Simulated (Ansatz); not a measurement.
Consider VBiO4 (Clinobisvanite).

```
V Bi O
1.0
     3.62358   -5.84860    0.00000
     3.62358    5.84860    0.00000
    -3.55001    0.00000    3.64739
V Bi O
2 2 8
Direct
  0.87000 0.13000 0.75000
  0.13000 0.87000 0.25000
  0.36650 0.63350 0.75000
  0.63350 0.36650 0.25000
  0.93830 0.35470 0.63880
  0.64530 0.06170 0.86120
  0.06170 0.64530 0.36120
  0.35470 0.93830 0.13880
  0.81130 0.70990 0.87960
  0.29010 0.18870 0.62040
  0.18870 0.29010 0.12040
  0.70990 0.81130 0.37960
```

The cell and positions come from the Crystallography Open Database and are kept as given unless a step says otherwise. Spin-orbit coupling is left out unless a run names it. PAW set soft_2, made with PBE.

Gaps computed with Ansatz 0.2.0 without a self-energy: LDA 2.18 eV, LDA+SOC 2.02 eV, r2SCAN 2.48 eV and HSE06 3.36 eV.

Question: Estimate the G0W0@LDA gap with 4×4×4 mesh, 847 empty bands, screening to 180 eV, default PAW files.

About 3.79 eV: on its mesh the run moves the gap from 2.28 eV by +1.52 eV. A band edge moves to another state on the way. Among the scalar-relativistic levels given, HSE06 is nearest (−0.43 eV). Spin-orbit coupling is not in that value; its −0.15 eV at the LDA level would bring it to about 3.64 eV. Bands and cutoff are finite, so the gap is not at the basis limit. The miss can reach some tenths of an eV and take either sign; the mesh is an error of its own. Where an edge is built on 6p states of lead, bismuth or thallium, scalar-relativistic gaps usually stand too wide, by a few tenths to over one eV. The runs have no spin polarisation. For a closed low-spin shell that is the natural state; where a d or f shell is open it is a constraint, and the gap is then not the crystal's own. With d states at the gap, one-shot GW leans hard on its start. The many-body steps are scalar-relativistic: spin-orbit coupling is not in them.

[Paths, hosts, dates, memory and timing lines, banners, echoed tables and standing remarks are left out of the program output.]

[Logs are printed without paths, hosts, clocks, repeated set-up lines and the standing remarks that a program may print on its own settings, such as how far it seeks lower states.]

[Runs of the session that timed out or met a known fault of the program may be left out.]

[Cells called generated may have been cut or substituted from an entry of the Crystallography Open Database or the Materials Project.]

[Hosts, paths, dates, database ids (printed as entryN), source tags and the programs' standing remarks are cut or masked in the printed files.]
